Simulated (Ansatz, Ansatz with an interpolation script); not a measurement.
**Settings in Wannier-interpolated G0W0: ThCl4 (I4_1/amd)**

Wanted: errors and cost of interpolated bands of ThCl4 (I4_1/amd) under coarser or faulty settings.

Program: Ansatz 0.2.0. Level of theory: maximally localised Wannier functions, LDA, plane waves, PAW; PAW set soft_1. Results are calculated unless marked as measured.

This is a report of a sequence of runs, with most program output left out.

## 1. The starting structure

It takes space group I4_1/amd (No. 141, tetragonal). The conventional cell has a = 8.486 Å, b = 8.486 Å, c = 7.465 Å, α = 90.00°, β = 90.00°, γ = 90.00°. Nearest to Th lie 8 Cl at 2.72 to 2.90 Å. Nearest to Cl lie 2 Th at 2.72 to 2.90 Å. Farther neighbours and most contacts between anions are not listed.

The cell and positions come from the Crystallography Open Database and are kept as given unless a step says otherwise. Spin-orbit coupling is left out unless a step names it.

## 2. Wannier model on 8×8×8

Localised functions give a small Hamiltonian that interpolates between mesh points at no cost.

The input, input.yaml:

```yaml
crystal:
  lattice:
    - [-4.243, 4.243, 3.7325]
    - [4.243, -4.243, 3.7325]
    - [4.243, 4.243, -3.7325]
  atoms:
    - { symbol: Th, position: [0.75, 0.25, 0.5] }
    - { symbol: Th, position: [0.0, 0.0, 0.0] }
    - { symbol: Cl, position: [0.2375, 0.9242, 0.3133] }
    - { symbol: Cl, position: [0.6742, 0.8609, 0.1867] }
    - { symbol: Cl, position: [0.6109, 0.9242, 0.6867] }
    - { symbol: Cl, position: [0.6742, 0.4875, 0.8133] }
    - { symbol: Cl, position: [0.5125, 0.3258, 0.1867] }
    - { symbol: Cl, position: [0.0758, 0.7625, 0.6867] }
    - { symbol: Cl, position: [0.1391, 0.3258, 0.8133] }
    - { symbol: Cl, position: [0.0758, 0.3891, 0.3133] }
kpoints:
  mp_grid: { grid: [4, 4, 4] }
hamiltonian:
  xc: lda
  pseudopotentials: { kind: paw, azcp: { folder: soft_1 }, xc_functional: pbe }
scf:
  occupations: { method: fixed }
  n_extra_bands: 142
output:
  wannier:
    kmesh: [8, 8, 8]
    projections:
      - { species: Cl, l: p, shell: 3 }
      - { species: Th, l: d, shell: 6 }
      - { species: Th, l: f, shell: 5 }
    minimise: true
    write_hr: true
    seedname: w
    conv_tol: 1.0e-06
    max_iter: 20000
    stability_check: false
    disentanglement:
      window: [-0.07, 13.17]
      frozen_window: [-0.07, 9.5]
      conv_tol: 1.0e-08
```

Command:

```
ansatz run input.yaml --threads 8 --pin off --max-ram 18432MiB --backend cpu --events-out ev --progress --plain --runs-dir out
```

Elapsed: 15 min, on 8 threads of INTEL XEON PLATINUM 8581C at 2.10GHz (Emerald Rapids), shared host; peak memory 10 GiB.

This step gave:

| Quantity | Value |
| --- | --- |
| gauge-invariant spread | 76.86 Å² |
| diagonal spread | 0.01047 Å² |
| off-diagonal spread | 7.299 Å² |
| total spread | 84.17 Å² |
| least projectability | 0.4703 |
| localisation steps | 11451 |
| disentanglement steps | 264 |
| r.m.s. interpolation error | 8.84e-5 eV |
| r.m.s. error near the gap | 9.67e-5 eV |

Near the gap the model misses directly solved bands by 0.1 meV r.m.s. and by 1 meV at most in the window tested. This tests the starting bands, not the corrections carried with them.

## 3. G0W0: 4×4×4 mesh, 704 empty bands, screening to 110 eV, PAW set soft_1 files

G0W0 replaces the xc potential by the self-energy, built once from these orbitals. Only a window of levels is corrected, while the sums run over the empty bands that the input names.

This step: G0W0 on LDA, plane waves, PAW; PAW set soft_1.

input.yaml, the sections that differ from step 2:

```yaml
scf:
  occupations: { method: fixed }
gw:
  n_empty_bands: 704
  ecut_chi: 110.0
  qp_bands: [v24, c20]
  screening: { model: contour_deformation }
# crystal, kpoints, hamiltonian: as in step 2
# output: removed
```

Wall time 25 min (8 threads); peak memory 7.7 GiB; 3 h of CPU time.

The G0W0 gap on the mesh is 6.352 eV.

## 4. G0W0: 2×2×2 mesh, 704 empty bands, screening to 110 eV, PAW set soft_1 files

input.yaml, as its differences from that of step 3:

```diff
@@ -17,3 +17,3 @@
 kpoints:
-  mp_grid: { grid: [4, 4, 4] }
+  mp_grid: { grid: [2, 2, 2] }
 hamiltonian:
```

Wall time 83 s (8 threads); peak memory 4.2 GiB.

The G0W0 gap on the mesh is 6.351 eV.

## 5. G0W0: 4×4×4 mesh, 327 empty bands, screening to 66 eV, PAW set soft_1 files

input.yaml, as its differences from that of step 4:

```diff
@@ -17,3 +17,3 @@
 kpoints:
-  mp_grid: { grid: [2, 2, 2] }
+  mp_grid: { grid: [4, 4, 4] }
 hamiltonian:
@@ -24,4 +24,4 @@
 gw:
-  n_empty_bands: 704
-  ecut_chi: 110.0
+  n_empty_bands: 327
+  ecut_chi: 66
   qp_bands: [v24, c20]
```

Wall time 5.3 min (8 threads); peak memory 3.2 GiB; 36 min of CPU time.

The G0W0 gap on the mesh is 6.305 eV.

## 6. Interpolated results

Times are wall times on 8 threads of INTEL XEON PLATINUM 8581C at 2.10GHz (Emerald Rapids), shared host, good to a factor of about two.

```
GW mesh  empty bands  cutoff (eV)            frequency  gap on mesh (eV)  gap over zone (eV)  direct gap (eV)  valence width (eV)  GW time
  4×4×4          704          110  contour deformation             6.352               6.352            6.352               3.950   25 min
  2×2×2          704          110  contour deformation             6.351               6.353            6.353               3.952     83 s
  4×4×4          327           66  contour deformation             6.305               6.305            6.305               4.046  5.3 min
```

## 7. Outcome

```json
{"4×4×4 mesh, 704 empty bands, screening to 110 eV, PAW set soft_1 files": "6.35 eV", "2×2×2 mesh, 704 empty bands, screening to 110 eV, PAW set soft_1 files": "6.35 eV", "4×4×4 mesh, 327 empty bands, screening to 66 eV, PAW set soft_1 files": "6.30 eV"}
```

What this shows: The largest change, −0.05 eV in the gap over the zone, comes with 4×4×4 mesh, 327 empty bands, screening to 66 eV, PAW set soft_1 files. The first run is a reference, not a converged one, and where a row moves several settings no single cause can be named. Rows on another GW mesh add that mesh's corrections to the bands of the one model. With 2×2×2 mesh, 704 empty bands, screening to 110 eV, PAW set soft_1 files the gap over the zone moves by +0.001 eV and that on the mesh by −0.001 eV. With 4×4×4 mesh, 327 empty bands, screening to 66 eV, PAW set soft_1 files the gap over the zone moves by −0.05 eV and that on the mesh by −0.05 eV. Gaps over the zone and on the mesh differ where an edge lies off the mesh, or where a GW run starts from another density: the starting gap over the zone is 3.626 eV, on the GW meshes it is 3.628 eV and 3.650 eV. The compound holds f electrons or empty f levels, where one-shot G0W0 is unsure. The many-body steps are scalar-relativistic: spin-orbit coupling is not in them.

[Paths, hosts, dates, memory and timing lines, banners, echoed tables and standing remarks are left out of the program output.]

[Logs are printed without paths, hosts, clocks, repeated set-up lines and the standing remarks that a program may print on its own settings, such as how far it seeks lower states.]

[Runs of the session that timed out or met a known fault of the program may be left out.]

[Hosts, paths, dates, database ids (printed as entryN), source tags and the programs' standing remarks are cut or masked in the printed files.]
